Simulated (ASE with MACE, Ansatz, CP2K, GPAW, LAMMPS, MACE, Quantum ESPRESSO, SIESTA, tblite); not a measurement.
## Machine-learned potentials runs on amorphous Ge (61 atoms)

Wanted: machine-learned potentials inputs and outputs for amorphous Ge (61 atoms), checked against a plane-wave reference.

Main program and level: ASE with MACE; the method is named at each step.

## (1) Set-up

The cell holds 61 atoms: 61 Ge. Cell: a = 11.512 Å, b = 11.512 Å, c = 11.512 Å, α = 90.0°, β = 90.0°, γ = 90.0°. 61 atoms (61 Ge) placed at random at 4.82 g/cm³, melted at 3500 K for 10 ps at fixed volume with the Tersoff potential (Tersoff, Phys. Rev. B 39, 5566 (1989)). Quenched from 3500 K to 100 K at 5 K/ps and fixed volume, held 5 ps, then minimised at fixed cell.

The yardstick, on the same geometry:

- method: Kohn-Sham DFT, PBE, SSSP efficiency 1.3.0 pseudopotentials, plane waves (Quantum ESPRESSO 7.5); sssp-pbe-1.3.0-efficiency, cutoffs 45/360 Ry, Γ point
- r.m.s. force component: 0.2388 eV/Å
- longest force: 1.209 eV/Å
- pressure: 0.331 GPa
- time: 3.4 min on 4 MPI ranks of Arm Neoverse V1, shared host
- CPU time: 13 min

## (2) MACE MPA-0 medium potential

Method: machine-learned interatomic potential MACE MPA-0 medium, trained on PBE(+U) plane-wave data.

Contents of run.py:

```python
import numpy as np
from ase.io import read
import mlip  # loads the published weights by name

atoms = read("structure.xyz")
atoms.calc = mlip.calc("mace-mpa-0-medium")
energy = atoms.get_potential_energy()
forces = atoms.get_forces()
print(f"energy {energy:.6f} eV")
print("forces (eV/A)")
for i, (a, f) in enumerate(zip(atoms, forces)):
    print(f"{i:4d} {a.symbol:2s} {f[0]:10.5f} {f[1]:10.5f} {f[2]:10.5f}")
stress = -atoms.get_stress(voigt=False) * 160.21766
print("stress (GPa, compression positive)")
for row in stress:
    print(" ".join(f"{x:10.4f}" for x in row))
```

Contents of structure.xyz:

```xyz
61
Lattice="11.51210 0.00000 0.00000 0.00000 11.51210 0.00000 0.00000 0.00000 11.51210" Properties=species:S:1:pos:R:3 pbc="T T T"
Ge 7.06555 3.19656 0.66321
Ge 2.39498 10.98864 2.68980
Ge 11.49886 11.20024 3.21095
Ge 7.24445 3.10573 8.38346
Ge 2.22034 11.13220 6.70119
Ge 4.66919 5.60731 3.00995
Ge 10.37850 1.98215 6.52345
Ge 6.66251 2.58032 4.46934
Ge 10.27800 8.03073 7.61583
Ge 8.83070 4.96528 8.93512
Ge 7.64887 1.72025 10.32336
Ge 11.48516 2.12732 8.73596
Ge 3.71461 1.36925 10.53242
Ge 4.53427 7.91871 5.80026
Ge 3.22339 3.55563 2.37161
Ge 5.64139 9.97823 4.88447
Ge 1.60179 6.16035 10.11349
Ge 6.65434 5.03873 4.30034
Ge 5.06763 7.68421 1.67973
Ge 11.23489 4.45887 9.58267
Ge 11.37188 11.29314 5.67098
Ge 4.76601 9.15857 9.48804
Ge 7.88326 1.71668 6.43883
Ge 4.57583 3.46894 0.19260
Ge 11.37465 2.02659 0.73643
Ge 8.98301 8.33557 3.47435
Ge 10.07585 0.91153 10.48683
Ge 5.15558 4.50181 7.99181
Ge 2.71582 6.72583 4.22966
Ge 10.84267 4.41880 5.92228
Ge 9.57680 9.53490 5.76434
Ge 7.06371 9.98065 8.71397
Ge 8.91048 8.66470 9.65370
Ge 1.16422 5.26287 2.40718
Ge 10.16703 1.87544 2.82507
Ge 2.39452 1.61089 8.29562
Ge 3.29430 3.46123 6.74839
Ge 8.61577 5.12404 0.84246
Ge 5.44568 7.19495 10.82137
Ge 7.72692 1.63345 2.42560
Ge 10.99152 4.41719 0.49709
Ge 6.70580 9.22511 2.76141
Ge 4.16888 2.42479 4.58124
Ge 9.04034 6.04236 6.79720
Ge 3.09146 8.92867 7.59407
Ge 1.64082 5.38271 6.24865
Ge 7.27737 11.00568 1.16353
Ge 0.95136 7.40804 0.93018
Ge 8.67471 5.85574 3.18436
Ge 10.61208 4.31013 3.56910
Ge 3.67524 0.02187 4.70511
Ge 7.85793 6.62567 10.53219
Ge 2.76797 8.51803 2.21988
Ge 7.46583 10.75057 6.43158
Ge 9.40274 10.22873 11.50289
Ge 4.07344 5.31790 10.13284
[... 1 atom lines left out ...]
Ge 10.66999 9.19540 1.83825
Ge 2.27375 1.45006 1.11679
Ge 5.82685 11.43992 10.56753
Ge 1.24170 7.27576 7.92481
```

Run with:

```sh
$ OMP_NUM_THREADS=1 python run.py > output.txt
```

Output:

```text
energy -270.398507 eV
forces (eV/A)
   0 Ge    0.01735    0.24507    0.09339
   1 Ge   -0.01330   -0.04037   -0.24073
   2 Ge   -0.03593   -0.04576   -0.01017
   3 Ge   -0.28539    0.14781   -0.23598
   4 Ge   -0.03157   -0.03135    0.09572
   5 Ge   -0.28270    0.17193    0.06666
   6 Ge    0.04584   -0.08945   -0.17199
   7 Ge   -0.11975   -0.06140    0.02442
   8 Ge    0.26229   -0.09814    0.03910
   9 Ge   -0.11482   -0.26833    0.16907
  10 Ge    0.13031   -0.15007   -0.13848
  11 Ge   -0.08899   -0.29846    0.09797
  12 Ge   -0.01156    0.24251    0.11376
  13 Ge    0.04313   -0.01002    0.00694
  14 Ge   -0.26418   -0.00119    0.06336
  15 Ge   -0.19441   -0.05008   -0.07005
  16 Ge   -0.25498    0.05864    0.12848
  17 Ge    0.11968   -0.12676    0.16057
  18 Ge   -0.15962   -0.02782    0.17807
  19 Ge    0.17380    0.17577   -0.27817
  20 Ge    0.09018   -0.00032    0.16860
  21 Ge    0.27832    0.41996   -0.20096
  22 Ge    0.18485    0.10544    0.14783
  23 Ge    0.12348   -0.18837   -0.04260
[...]
53 Ge   -0.01383    0.06180   -0.10051
  54 Ge   -0.03667    0.20543    0.00677
  55 Ge   -0.26049   -0.10708   -0.18396
  56 Ge    0.05783    0.38065    0.08474
  57 Ge    0.25918   -0.17557    0.11153
  58 Ge    0.17505   -0.40623   -0.20463
  59 Ge    0.06755   -0.01904    0.26586
  60 Ge   -0.02763    0.03450   -0.11009
stress (GPa, compression positive)
   -2.0315     1.0308    -0.3783
    1.0308    -0.4784    -0.9923
   -0.3783    -0.9923     1.2775
```

The job ended after 9.4 s (1 thread of Arm Neoverse V1, shared host; peak memory 0.75 GiB).

Banners, paths, timers and routine set-up lines are dropped from the logs unmarked, and long logs keep their key lines alone; longer cuts are marked.

Numbers from this run, and their distance from the reference:

* r.m.s. force component: 0.1749 eV/Å
* r.m.s. difference of force components: 171.4 meV/Å
* longest difference of force vectors: 665.4 meV/Å
* force difference over r.m.s. force: 71.76 %
* slope of forces against the reference's: 0.5108
* correlation of force components: 0.6974
* pressure: -0.4108 GPa
* pressure difference: -0.7418 GPa

Local excerpt of 13 atoms (numbers count through the whole input) about Ge21, picked at random; x, y, z are measured from there.

| atom | x | y | z | distance (Å) | bonds | Fx | Fy | Fz (eV/Å) |
| --- | --- | --- | --- | --- | --- | --- | --- | --- |
| Ge21 | 0.00 | 0.00 | 0.00 | 0.00 | 4 | 0.090 | 0.000 | 0.169 |
| Ge3 | 0.13 | -0.09 | -2.46 | 2.47 | 4 | -0.036 | -0.046 | -0.010 |
| Ge31 | -1.80 | -1.76 | 0.09 | 2.51 | 4 | -0.023 | 0.113 | -0.099 |
| Ge7 | -0.99 | 2.20 | 0.85 | 2.56 | 4 | 0.046 | -0.089 | -0.172 |
| Ge5 | 2.36 | -0.16 | 1.03 | 2.58 | 4 | -0.032 | -0.031 | 0.096 |
| Ge35 | -1.20 | 2.09 | -2.85 | 3.73 | 4 | 0.096 | 0.011 | 0.325 |
| Ge12 | 0.11 | 2.35 | 3.06 | 3.86 | 4 | -0.089 | -0.298 | 0.098 |
| Ge2 | 2.54 | -0.30 | -2.98 | 3.93 | 4 | -0.013 | -0.040 | -0.241 |
| Ge51 | 3.82 | 0.24 | -0.97 | 3.94 | 4 | 0.068 | -0.071 | 0.121 |
| Ge9 | -1.09 | -3.26 | 1.94 | 3.95 | 4 | 0.262 | -0.098 | 0.039 |
| Ge54 | -3.91 | -0.54 | 0.76 | 4.02 | 4 | -0.014 | 0.062 | -0.101 |
| Ge23 | -3.49 | 1.94 | 0.77 | 4.06 | 4 | 0.185 | 0.105 | 0.148 |
| Ge36 | 2.53 | 1.83 | 2.62 | 4.08 | 4 | -0.002 | -0.130 | -0.074 |

Atoms are counted from 1 here, from 0 in the log.

Forces lie 72 % from the reference's, at 0.011 times its CPU time (on 1 against 4 cores).

## (3) MACE MP-0b2 small potential

Method: machine-learned interatomic potential MACE MP-0b2 small, trained on PBE(+U) plane-wave data.

Edit run.py of step 2 so:

```diff
@@ -5,3 +5,3 @@
 atoms = read("structure.xyz")
-atoms.calc = mlip.calc("mace-mpa-0-medium")
+atoms.calc = mlip.calc("mace-mp-0b2-small")
 energy = atoms.get_potential_energy()
```

structure.xyz is that of step 2.

Output:

```text
energy -270.397161 eV
forces (eV/A)
   0 Ge   -0.16933    0.10811    0.06537
   1 Ge    0.00760    0.01046   -0.19482
   2 Ge   -0.00463   -0.10262   -0.01342
   3 Ge   -0.21348    0.13757   -0.25429
   4 Ge   -0.17267    0.06637   -0.02619
   5 Ge   -0.20126    0.05182   -0.10936
   6 Ge    0.08362   -0.07677   -0.20205
   7 Ge   -0.10285   -0.19391   -0.02219
   8 Ge    0.21100    0.09562    0.16087
   9 Ge   -0.15184   -0.17489    0.13274
  10 Ge    0.11348   -0.29131   -0.19106
  11 Ge    0.02869   -0.31457    0.03941
  12 Ge   -0.05408    0.02846    0.02458
  13 Ge   -0.02419   -0.06264    0.05819
  14 Ge   -0.20251   -0.13118    0.13736
  15 Ge   -0.01902    0.11802   -0.05595
  16 Ge    0.08566    0.00985    0.17905
  17 Ge    0.09423   -0.02938    0.16445
  18 Ge   -0.10930    0.09288    0.10967
  19 Ge    0.16129    0.11099   -0.14180
  20 Ge    0.09148    0.00197    0.19320
  21 Ge    0.17123    0.17787   -0.19682
  22 Ge    0.09574   -0.13614    0.13456
  23 Ge    0.13412   -0.09468   -0.00005
[...]
53 Ge    0.01449    0.00133   -0.07483
  54 Ge    0.06931    0.01546    0.06418
  55 Ge   -0.39560   -0.06222   -0.25146
  56 Ge    0.07455    0.30029    0.15326
  57 Ge    0.10889   -0.16906    0.08218
  58 Ge    0.08706   -0.12483   -0.13772
  59 Ge    0.13552    0.02007    0.35942
  60 Ge   -0.04621    0.15746   -0.20265
stress (GPa, compression positive)
   -1.9505     0.6998    -0.2502
    0.6998    -0.7823    -0.8858
   -0.2502    -0.8858     0.2264
```

It took 8.5 s on 1 thread; peak memory 0.66 GiB.

Compared with the plane-wave run:

| Quantity | Value |
| --- | --- |
| r.m.s. force component | 0.1514 eV/Å |
| r.m.s. difference of force components | 193.2 meV/Å |
| longest difference of force vectors | 738.5 meV/Å |
| force difference over r.m.s. force | 80.88 % |
| slope of forces against the reference's | 0.3738 |
| correlation of force components | 0.5897 |
| pressure | -0.8355 GPa |
| pressure difference | -1.167 GPa |

Against the first run (72 %), the force difference from the reference is 81 %, at 0.89 times the CPU time.

## (4) MACE MP-0b3 medium potential

Method: machine-learned interatomic potential MACE MP-0b3 medium, trained on PBE(+U) plane-wave data.

Edit run.py of step 3 so:

```diff
@@ -5,3 +5,3 @@
 atoms = read("structure.xyz")
-atoms.calc = mlip.calc("mace-mp-0b2-small")
+atoms.calc = mlip.calc("mace-mp-0b3-medium")
 energy = atoms.get_potential_energy()
```

structure.xyz is that of step 3.

Output:

```text
energy -271.115634 eV
forces (eV/A)
   0 Ge   -0.11780    0.16777    0.01862
   1 Ge   -0.06699   -0.00657   -0.25159
   2 Ge   -0.10546    0.01874   -0.03341
   3 Ge   -0.24123    0.22003   -0.12677
   4 Ge   -0.18436    0.01726    0.08956
   5 Ge   -0.19046    0.02209   -0.02942
   6 Ge    0.08285   -0.08086   -0.16601
   7 Ge   -0.14380   -0.24337   -0.02974
   8 Ge    0.20440    0.11871    0.16944
   9 Ge   -0.13059   -0.06225    0.13435
  10 Ge   -0.09731   -0.31091   -0.15173
  11 Ge    0.05616   -0.28703    0.02081
  12 Ge    0.03876   -0.04381   -0.01083
  13 Ge   -0.08973   -0.02381    0.02440
  14 Ge   -0.25147   -0.02020    0.07755
  15 Ge   -0.10293    0.05527   -0.00277
  16 Ge   -0.09970    0.25596    0.18194
  17 Ge    0.10386   -0.08732    0.09350
  18 Ge   -0.17068    0.06294    0.09361
  19 Ge    0.17297    0.09437   -0.21145
  20 Ge    0.05810    0.03809    0.17160
  21 Ge    0.19504    0.35142   -0.03592
  22 Ge    0.12264   -0.13862    0.03535
  23 Ge    0.13109   -0.18592    0.00150
[...]
53 Ge    0.07644   -0.01649   -0.10620
  54 Ge    0.12295    0.01882   -0.04080
  55 Ge   -0.23146   -0.14047   -0.15295
  56 Ge    0.14831    0.23813    0.16881
  57 Ge    0.33494   -0.21752    0.03123
  58 Ge    0.09390   -0.24038   -0.14043
  59 Ge    0.08078   -0.01704    0.20594
  60 Ge   -0.13237    0.04462   -0.16650
stress (GPa, compression positive)
   -1.4092     0.5956    -0.2046
    0.5956    -0.5349    -0.6835
   -0.2046    -0.6835     0.5227
```

The job ended after 8 s (1 thread; peak memory 0.76 GiB).

Compared with the plane-wave run:

```yaml
r_m_s_force_component: 0.1566 eV/Å
r_m_s_difference_of_force_components: 189 meV/Å
longest_difference_of_force_vectors: 844.2 meV/Å
force_difference_over_r_m_s_force: 79.13 %
slope_of_forces_against_the_reference_s: 0.4019
correlation_of_force_components: 0.6129
pressure: -0.4738 GPa
pressure_difference: -0.8048 GPa
```

Against the first run (72 %), the force difference from the reference is 79 %, at 0.93 times the CPU time.

## (5) Side by side

Differences are against the plane-wave reference, forces as r.m.s. over components; share is that over the reference's r.m.s. force, slope the least-squares factor from reference forces to these. Total energies of different programs have different zeros and aren't compared.

| run | Δ force, r.m.s. (meV/Å) | share (%) | slope | Δ pressure (GPa) | cores | CPU time | memory (GiB) |
| --- | --- | --- | --- | --- | --- | --- | --- |
| reference | - | - | - | - | 4 | 13 min | 4.4 |
| MACE MPA-0 medium potential | 171 | 71.8 | 0.511 | -0.742 | 1 | 8.6 s | 0.75 |
| MACE MP-0b2 small potential | 193 | 80.9 | 0.374 | -1.17 | 1 | 7.6 s | 0.66 |
| MACE MP-0b3 medium potential | 189 | 79.1 | 0.402 | -0.805 | 1 | 8 s | 0.76 |

Times of the machine-learned potentials are mostly Python's start and the loading of weights.

CPU time is summed over cores on a shared host, where runs went side by side, so it is rough. Symmetry, cutoffs, thresholds, outputs and thread counts weren't matched or tuned between programs; memory under MPI is the largest rank's times the ranks.

## (6) Results

```
nearest in forces : MACE MPA-0 medium potential, 72 %
its CPU time      : 8.6 s
```

In words: Machine-learned potentials differ by 72 % (MACE MPA-0 medium potential) to 81 % (MACE MP-0b2 small potential); they were trained on other programs' data. Among those trained on PBE data the slope goes as low as 0.37, with a correlation of 0.59, so directions differ as well as sizes. The reference's pressure holds the uncorrected Pulay stress of its 45 Ry basis, so small pressure differences, and their order, may be the reference's own error. Machine-learned potentials mimic data converged in k, so the reference's own k-point error enters their differences. The quench rate of 5 K/ps is many orders above laboratory rates, so the cell is likely richer in defects and strain than a real sample. The network of bonds at the start is that of the classical potential that made the cell, and needn't be the one that DFT or experiment would give. The reference's stress is far from hydrostatic: its diagonal is -1.9, 0.2, 2.7 GPa, compression counted positive. The electronic-structure runs sample only Γ, in a cell whose shortest periodic width is 12 Å, which is coarse for a cell with partly filled levels.

[Also dropped from logs without a mark: logging warnings of Python, and SIESTA's first energy breakdown and zero terms.]

[Logs are printed without paths, hosts, clocks, repeated set-up lines and the standing remarks that a program may print on its own settings, such as how far it seeks lower states.]

[Hosts, paths, dates, database ids (printed as entryN), source tags and the programs' standing remarks are cut or masked in the printed files.]
